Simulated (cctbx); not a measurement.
**What resolution and counting buy: Al3CdPd2**

Space group P6/mmm (no. 191), a = 8.8890 Å, b = 8.8890 Å, c = 4.0740 Å, α = 90.00°, β = 90.00°, γ = 120.00°.

| atom | mult. | x | y | z | Ueq (Å²) |
| --- | --- | --- | --- | --- | --- |
| Cd1 | 2 | 2/3 | 1/3 | 1/2 | 0.0257 |
| Cd2 | 1 | 0 | 0 | 0 | 0.0260 |
| Pd1 | 6 | 0.3722 | 0.1861 | 0 | 0.0159 |
| Al1 | 6 | 0 | 0.7065 | 1/2 | 0.0333 |
| Al2 | 3 | 0 | 1/2 | 0 | 0.0190 |

The model is made up (kin elements in a known structure type, no relaxation), so it says nothing on whether the phase exists.

Five simulated data sets (cctbx; Mo Kα, λ = 0.71073 Å; 2 % proportional error) differ in resolution or exposure (noise floor 8 counts in the first three, 8 in the last two). Each is refined with the right model, isotropic at 1.1 Å and anisotropic otherwise. How do the figures of merit and the uncertainties move?

| d min (Å) | top counts | ⟨I/σ⟩ (unmerged, absences included) | unique | param. (scale apart) | Rint | R1 | GooF | largest s.u. xyz (fractional) | s.u. U of Al1 (Å²) | largest error (Å) |
| --- | --- | --- | --- | --- | --- | --- | --- | --- | --- | --- |
| 1.1 | 40000 | 21.4 | 62 | 7 | 0.022 | 0.0139 | 2.28 | 0.00053 | 0.0014 | 0.0003 |
| 0.84 | 40000 | 17.6 | 125 | 15 | 0.023 | 0.0071 | 0.98 | 0.00017 | 0.0007 | 0.0021 |
| 0.6 | 40000 | 15.2 | 305 | 15 | 0.025 | 0.0076 | 0.89 | 0.00011 | 0.0003 | 0.0003 |
| 0.75 | 300 | 0.8 | 171 | 15 | 0.576 | 0.1054 | 0.95 | 0.00357 | 0.0154 | 0.0404 |
| 0.75 | 3000 | 4.2 | 171 | 15 | 0.116 | 0.0297 | 0.96 | 0.00066 | 0.0026 | 0.0060 |

GooF reaches 2.28 where the model lacks something that the data hold (anisotropy at the isotropic level, for one). The s.u. of U for Al1 goes 0.0014, 0.0007, 0.0003 Å² with resolution and 0.0154, 0.0026 Å² with exposure.

The 1.1 Å row also differs in its displacement model, so it isn't a clean test of resolution.

Hardware for the 0.6 Å refinement: 0.32 s on 1 thread of Arm Neoverse V2, on a shared host, peak memory 0.09 GiB.
